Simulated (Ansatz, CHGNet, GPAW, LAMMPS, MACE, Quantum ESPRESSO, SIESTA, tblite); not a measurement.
# Amorphous Hg22Cd11S33 (66 atoms) in other programs, against a plane-wave reference

Aim: run amorphous Hg22Cd11S33 (66 atoms) in several programs and set results and cost side by side. A plane-wave run serves as the reference.

Method: Kohn-Sham DFT, PBE, SSSP efficiency 1.3.0 pseudopotentials, plane waves, in Quantum ESPRESSO 7.5.

### 1. The structure

The cell holds 66 atoms: 22 Hg, 11 Cd and 33 S. Cell: a = 12.107 Å, b = 12.107 Å, c = 12.107 Å, α = 90.0°, β = 90.0°, γ = 90.0°. 66 atoms (22 Hg, 11 Cd, 33 S) placed at random at 6.28 g/cm³, melted at 2500 K for 10 ps at fixed volume with the Stillinger-Weber II-VI potential (Zhou et al., Phys. Rev. B 88, 085309 (2013)). Quenched from 2500 K to 300 K at 5 K/ps and fixed volume, annealed at 1000 K for 50 ps, held 5 ps.

### 2. The reference run

Input file pw.in:

```
&control
  calculation = 'scf'
  pseudo_dir = './pseudo'
  outdir = './tmp'
  disk_io = 'none'
  tprnfor = .true.
  tstress = .true.
/
&system
  ibrav = 0
  nat = 66
  ntyp = 3
  ecutwfc = 45
  ecutrho = 360
  nosym = .true.
  occupations = 'smearing'
  smearing = 'fd'
  degauss = 0.003675
/
&electrons
  conv_thr = 3.3e-07
  electron_maxstep = 100
  mixing_beta = 0.4
  mixing_mode = 'plain'
  diagonalization = 'david'
/
ATOMIC_SPECIES
Hg 200.592 Hg.upf
Cd 112.414 Cd.upf
S 32.060 S.upf
CELL_PARAMETERS angstrom
12.10720 0.00000 0.00000
0.00000 12.10720 0.00000
0.00000 0.00000 12.10720
ATOMIC_POSITIONS crystal
Hg 0.22551 0.67793 0.07936
Hg 0.48804 0.11864 0.43742
Hg 0.18881 0.40043 0.61983
Hg 0.87155 0.09315 0.29781
Hg 0.51973 0.63259 0.10028
Hg 0.50753 0.35327 0.94683
Hg 0.19311 0.61126 0.46221
Hg 0.62928 0.04864 0.80317
Hg 0.15663 0.36860 0.91784
Hg 0.04944 0.36792 0.25367
Hg 0.19463 0.13372 0.43366
Hg 0.71923 0.33810 0.31732
[... 50 atom lines left out ...]
S 0.02201 0.64111 0.99374
S 0.70088 0.47227 0.48640
S 0.22484 0.73254 0.28102
S 0.01242 0.88114 0.05057
K_POINTS gamma
```

Command:

```sh
$ OMP_NUM_THREADS=1 mpirun -np 4 pw.x -in pw.in > output.txt
```

What it wrote:

```text
Program PWSCF
     gamma-point specific algorithms are used
     one sub-group per band group will be used
     scalapack distributed-memory algorithm (size of sub-group:  2*  2 procs)
     Parallelization info
     sticks:   dense  smooth     PW     G-vecs:    dense   smooth      PW
     Min        3750    1876    469               345453   122072   15300
     Max        3752    1877    474               345460   122073   15302
     Sum       15005    7505   1885              1381831   488289   61205
     bravais-lattice index     =            0
     lattice parameter (alat)  =      22.8793  a.u.
     unit-cell volume          =   11976.4402 (a.u.)^3
     number of atoms/cell      =           66
     number of atomic types    =            3
     number of electrons       =       770.00
[... lines left out ...]
     scf convergence threshold =      3.3E-07
[... lines left out ...]
     number of k points=     1  Fermi-Dirac smearing, width (Ry)=  0.0037
[... lines left out ...]
     total energy              =   -8960.33939820 Ry
[... lines left out ...]
     total energy              =   -8959.10828117 Ry
[... lines left out ...]
     total energy              =   -8962.09982593 Ry
[... lines left out ...]
     total energy              =   -8962.86693931 Ry
[... lines left out ...]
     total energy              =   -8962.86693939 Ry
[... lines left out ...]
   -56.5913 -56.4629 -56.4402 -56.4288 -56.4248 -56.4178 -56.4134 -56.4061
   -56.4016 -56.3960 -56.3459 -56.3434 -56.3371 -56.3316 -56.3281 -56.3044
   -56.2984 -56.2952 -56.2931 -56.2607 -56.2466 -56.2448 -56.2415 -56.2271
[...]
11.7423  11.7647  11.8191  11.8637  11.9560  12.0202  12.0494  12.1202
    12.1784  12.2227  12.2755  12.3190  12.3872  12.4581  12.4828  12.5032
    12.5350  12.5779  12.6445  12.7022  12.7550  12.8242
     the Fermi energy is     6.8840 ev
!    total energy              =   -8962.86693935 Ry
     estimated scf accuracy    <       0.00000015 Ry
     smearing contrib. (-TS)   =      -0.01757012 Ry
     internal energy E=F+TS    =   -8962.84936923 Ry
     The total energy is F=E-TS. E is the sum of the following terms:
     one-electron contribution =   -5811.68258425 Ry
     hartree contribution      =    3096.59859950 Ry
     xc contribution           =   -1352.26849911 Ry
     ewald contribution        =   -4895.49688536 Ry
     convergence has been achieved in  24 iterations
     Forces acting on atoms (cartesian axes, Ry/au):
     atom    1 type  1   force =    -0.00583694   -0.00672908   -0.01499366
     atom    2 type  1   force =     0.02435995    0.00956290   -0.01241960
     atom    3 type  1   force =     0.00067527   -0.00500513    0.00936494
[...]
atom   65 type  3   force =    -0.02372496   -0.00430571   -0.00362197
     atom   66 type  3   force =     0.02373807    0.02443613    0.02013037
     Total force =     0.235928     Total SCF correction =     0.001695
     Computing stress (Cartesian axis) and pressure
          total   stress  (Ry/bohr**3)                   (kbar)     P=       -8.81
  -0.00004776  -0.00000548   0.00000004           -7.03       -0.81        0.01
  -0.00000548  -0.00004587  -0.00000962           -0.81       -6.75       -1.42
   0.00000004  -0.00000962  -0.00008610            0.01       -1.42      -12.67
     Message from routine punch:
     Nothing written, as per user request (disk_io='none')
```

Elapsed: 13 min, on 4 MPI ranks of Arm Neoverse N1, shared host; peak memory 4.7 GiB.

Banners, paths, timers and routine set-up lines are dropped from the logs unmarked, and long logs keep their key lines alone; longer cuts are marked.

Numbers from this run:

```
r.m.s. force component : 0.4311 eV/Å
longest force          : 1.501 eV/Å
pressure               : -0.8817 GPa
```

### 3. Structure statistics

g(r), total and by pair (bins of 0.2 Å):

| r (Å) | total | S-S | S-Hg | S-Cd | Hg-Hg | Hg-Cd | Cd-Cd |
| --- | --- | --- | --- | --- | --- | --- | --- |
| 2.40 | 0.48 | 0.00 | 0.64 | 1.59 | 0.00 | 0.00 | 0.00 |
| 2.60 | 3.73 | 0.00 | 6.57 | 9.27 | 0.00 | 0.00 | 0.00 |
| 2.80 | 1.19 | 0.00 | 3.04 | 1.04 | 0.00 | 0.00 | 0.00 |
| 3.00 | 0.51 | 1.74 | 0.22 | 0.00 | 0.00 | 0.00 | 0.00 |
| 3.20 | 0.37 | 0.25 | 0.19 | 0.00 | 1.38 | 0.82 | 0.00 |
| 3.40 | 0.48 | 0.45 | 0.60 | 0.00 | 1.00 | 0.49 | 0.00 |
| 3.60 | 0.75 | 0.89 | 0.44 | 0.14 | 2.48 | 0.44 | 0.92 |
| 3.80 | 0.83 | 0.71 | 0.75 | 0.27 | 1.01 | 1.98 | 0.82 |
| 4.00 | 1.11 | 1.78 | 0.30 | 0.24 | 2.34 | 1.82 | 2.15 |
| 4.20 | 1.83 | 3.08 | 0.60 | 1.08 | 1.97 | 2.63 | 6.00 |
| 4.40 | 1.72 | 2.23 | 1.26 | 1.20 | 1.69 | 2.88 | 1.24 |
| 4.60 | 1.09 | 1.42 | 1.06 | 0.64 | 0.98 | 1.25 | 1.14 |
| 4.80 | 1.05 | 0.45 | 1.23 | 1.52 | 1.02 | 1.25 | 1.00 |
| 5.00 | 0.86 | 0.58 | 1.29 | 1.10 | 0.58 | 0.35 | 0.00 |
| 5.20 | 0.90 | 0.82 | 0.94 | 1.44 | 0.65 | 0.54 | 0.44 |
| 5.40 | 0.68 | 0.54 | 0.80 | 1.28 | 0.39 | 0.10 | 0.40 |
| 5.60 | 0.64 | 0.71 | 0.84 | 0.68 | 0.28 | 0.38 | 0.00 |
| 5.80 | 1.15 | 1.12 | 1.21 | 1.56 | 0.69 | 0.94 | 1.03 |
| 6.00 | 0.74 | 0.47 | 1.09 | 0.60 | 0.65 | 0.65 | 0.66 |

Bonds by pair of elements; cutoffs follow the first minimum of g(r), held within bounds set by covalent radii, and pairs that aren't listed don't count as bonded:

| pair A-B | cutoff (Å) | bonds | mean length (Å) | spread (Å) | shortest (Å) | B about A | A about B |
| --- | --- | --- | --- | --- | --- | --- | --- |
| S-Hg | 3.12 | 76 | 2.66 | 0.11 | 2.43 | 2.30 | 3.46 |
| S-Cd | 3.12 | 41 | 2.59 | 0.074 | 2.46 | 1.24 | 3.73 |

How many atoms have how many bonded neighbours:

| element | mean | 1 | 2 | 3 | 4 | 5 |
| --- | --- | --- | --- | --- | --- | --- |
| Cd | 3.73 | 0 | 0 | 3 | 8 | 0 |
| Hg | 3.46 | 0 | 2 | 8 | 12 | 0 |
| S | 3.54 | 1 | 4 | 7 | 18 | 3 |

Rings of the network by King's shortest-path rule, up to 12 atoms, one path for each pair of neighbours; H, halogens, alkali and alkaline-earth atoms are left out, and the last column divides by all other atoms, bonded or not:

| ring size (atoms) | rings | per network atom |
| --- | --- | --- |
| 4 | 5 | 0.076 |
| 6 | 59 | 0.894 |
| 8 | 33 | 0.5 |
| 10 | 15 | 0.227 |

### 4. The other programs

The programs:
- CHGNet: machine-learned potential, published weights.
- GPAW 26.7.0: PAW with atomic orbitals (LCAO), plane waves or a real-space grid of spacing h.
- MACE: machine-learned potential, published weights.
- SIESTA 5.4.2: numerical atomic orbitals, whose automatically made sets are far from complete, with PseudoDojo norm-conserving potentials that we converted to its format (checked against plane waves on the same files for H, C, O, Si, Ge and Ca alone); labels give functional, basis size, energy shift and mesh cutoff.
- tblite 0.8.0: extended tight binding, driven from Python.

All use the same cell and atoms; the electronic-structure runs use the same k-mesh, and an electronic temperature of 580 K (0.05 eV) where levels are smeared.

Differences are against the plane-wave reference, forces as r.m.s. over components; share is that over the reference's r.m.s. force, slope the least-squares factor from reference forces to these. Total energies of different programs have different zeros and aren't compared.

| run | Δ force, r.m.s. (meV/Å) | share (%) | slope | Δ pressure (GPa) | cores | CPU time | memory (GiB) |
| --- | --- | --- | --- | --- | --- | --- | --- |
| reference | - | - | - | - | 4 | 51 min | 4.7 |
| CHGNet 0.3.0 potential | 223 | 51.7 | 0.660 | 0.209 | 1 | 5.2 s | 0.59 |
| GPAW PBE, LCAO dzp, h 0.2 Å | 62.3 | 14.5 | 1.040 | - | 1 | 7.9 min | 1.7 |
| GPAW revPBE, LCAO dzp, h 0.2 Å | 76.7 | 17.8 | 1.062 | - | 1 | 7.9 min | 1.7 |
| MACE MP-0b2 small potential | 174 | 40.4 | 0.923 | 0.514 | 1 | 11 s | 0.66 |
| MACE MPA-0 medium potential | 118 | 27.3 | 0.930 | 0.61 | 1 | 12 s | 0.77 |
| SIESTA PBE, DZ, shift 0.01 Ry, mesh 300 Ry (coarse) | 260 | 60.3 | 1.249 | -0.771 | 1 | 2.8 min | 0.6 |
| SIESTA PBE, DZP, shift 0.01 Ry, mesh 300 Ry | 141 | 32.8 | 1.139 | -3.92 | 2 | 4.6 min | 1.0 |
| SIESTA PBE, SZ, shift 0.01 Ry, mesh 300 Ry (coarse) | 1925 | 447 | 1.441 | -6.01 | 1 | 2.2 min | 0.53 |
| SIESTA vdW-DF, PBE potentials, DZP, shift 0.01 Ry, mesh 300 Ry | 173 | 40.1 | 1.177 | -1.03 | 2 | 22 min | 1.8 |
| tblite GFN1-xTB | 298 | 69.1 | 0.873 | -1.66 | 1 | 5.5 s | 0.13 |

Rows marked coarse were listed beforehand as settings not expected to be converged; some can still land near the reference.

Times of the machine-learned potentials are mostly Python's start and the loading of weights.

CPU time is summed over cores on a shared host, where runs went side by side, so it is rough. Symmetry, cutoffs, thresholds, outputs and thread counts weren't matched or tuned between programs; memory under MPI is the largest rank's times the ranks.

Runs without a result: GPAW PBE, LCAO dzp, h 0.15 Å (cut off at its time limit of 14 min); GPAW PBE, LCAO szp(dzp), h 0.2 Å (cut off at its time limit of 5.1 min).

Mean charges by element (e), by run and scheme:

| run | scheme | Hg | Cd | S |
| --- | --- | --- | --- | --- |
| SIESTA PBE, DZP, shift 0.01 Ry, mesh 300 Ry | Hirshfeld | +0.66 | +0.26 | -0.52 |
| SIESTA vdW-DF, PBE potentials, DZP, shift 0.01 Ry, mesh 300 Ry | Hirshfeld | +0.67 | +0.27 | -0.53 |
| tblite GFN1-xTB | Mulliken | +0.15 | +0.43 | -0.24 |

### 5. Results

* reference r.m.s. force component: 0.431 eV/Å
* nearest in forces: GPAW PBE, LCAO dzp, h 0.2 Å, 14 %
* farthest in forces: SIESTA PBE, SZ, shift 0.01 Ry, mesh 300 Ry (coarse), 447 %
* cheapest electronic-structure run beside the reference: tblite GFN1-xTB, 5.5 s of CPU time

**Reading.** The PBE runs in local orbitals, coarse settings apart, differ by 14 % (GPAW PBE, LCAO dzp, h 0.2 Å) to 33 % (SIESTA PBE, DZP, shift 0.01 Ry, mesh 300 Ry); basis, grid and potentials can all enter. Tight binding differs by 69 % (tblite GFN1-xTB); it is another model, with fitted parameters of its own, and the xTB methods hold dispersion. Machine-learned potentials differ by 27 % (MACE MPA-0 medium potential) to 52 % (CHGNet 0.3.0 potential); they were trained on other programs' data. Among those trained on PBE data the slope goes as low as 0.66, with a correlation of 0.86, so directions differ as well as sizes. Rows with another functional or a dispersion term differ by 18 % (GPAW revPBE, LCAO dzp, h 0.2 Å) to 40 % (SIESTA vdW-DF, PBE potentials, DZP, shift 0.01 Ry, mesh 300 Ry), which mixes the change of model with differences of basis and potentials, some of them made for another functional. Runs with settings chosen to be coarse differ by 60 % (SIESTA PBE, DZ, shift 0.01 Ry, mesh 300 Ry) to 447 % (SIESTA PBE, SZ, shift 0.01 Ry, mesh 300 Ry), their programs' other errors included. Of the electronic-structure runs that take under half the reference's CPU time, GPAW PBE, LCAO dzp, h 0.2 Å comes nearest, at 14 % in 7.9 min against 51 min. SIESTA PBE, DZP, shift 0.01 Ry, mesh 300 Ry stiffens the forces by a factor of 1.14 while following their directions (correlation 0.968). In pressure, SIESTA PBE, SZ, shift 0.01 Ry, mesh 300 Ry misses by -6.0 GPa, at the same functional. Charges hang on model, scheme and program or settings: among these rows the mean for Hg runs from +0.15 to +0.67 e. In the reference: levels near the Fermi energy are neither full nor empty under the smearing, so no gap is quoted. In the reference: for some of the pairs, g(r) has its first main peak near 2.6 Å (S-Hg), 2.6 Å (S-Cd) and 4.2 Å (Cd-Cd). Periodic xTB results under one method name differ between programs and library versions. The potentials hold different valence shells: 770 electrons in the reference, 726 in GPAW and 858 in SIESTA; this bears on time and differences. The reference's pressure holds the uncorrected Pulay stress of its 45 Ry basis, so small pressure differences, and their order, may be the reference's own error. Machine-learned potentials mimic data converged in k, so the reference's own k-point error enters their differences. The quench rate of 5 K/ps is many orders above laboratory rates, so the cell is likely richer in defects and strain than a real sample. The network of bonds at the start is that of the classical potential that made the cell, and needn't be the one that DFT or experiment would give. The electronic-structure runs sample only Γ, in a cell whose shortest periodic width is 12 Å, which is coarse for a cell with partly filled levels. Spin–orbit coupling is left out, which matters for the levels of the heavy elements.

[Also dropped from logs without a mark: logging warnings of Python, and SIESTA's first energy breakdown and zero terms.]

[Logs are printed without paths, hosts, clocks, repeated set-up lines and the standing remarks that a program may print on its own settings, such as how far it seeks lower states.]

[Hosts, paths, dates, database ids (printed as entryN), source tags and the programs' standing remarks are cut or masked in the printed files.]
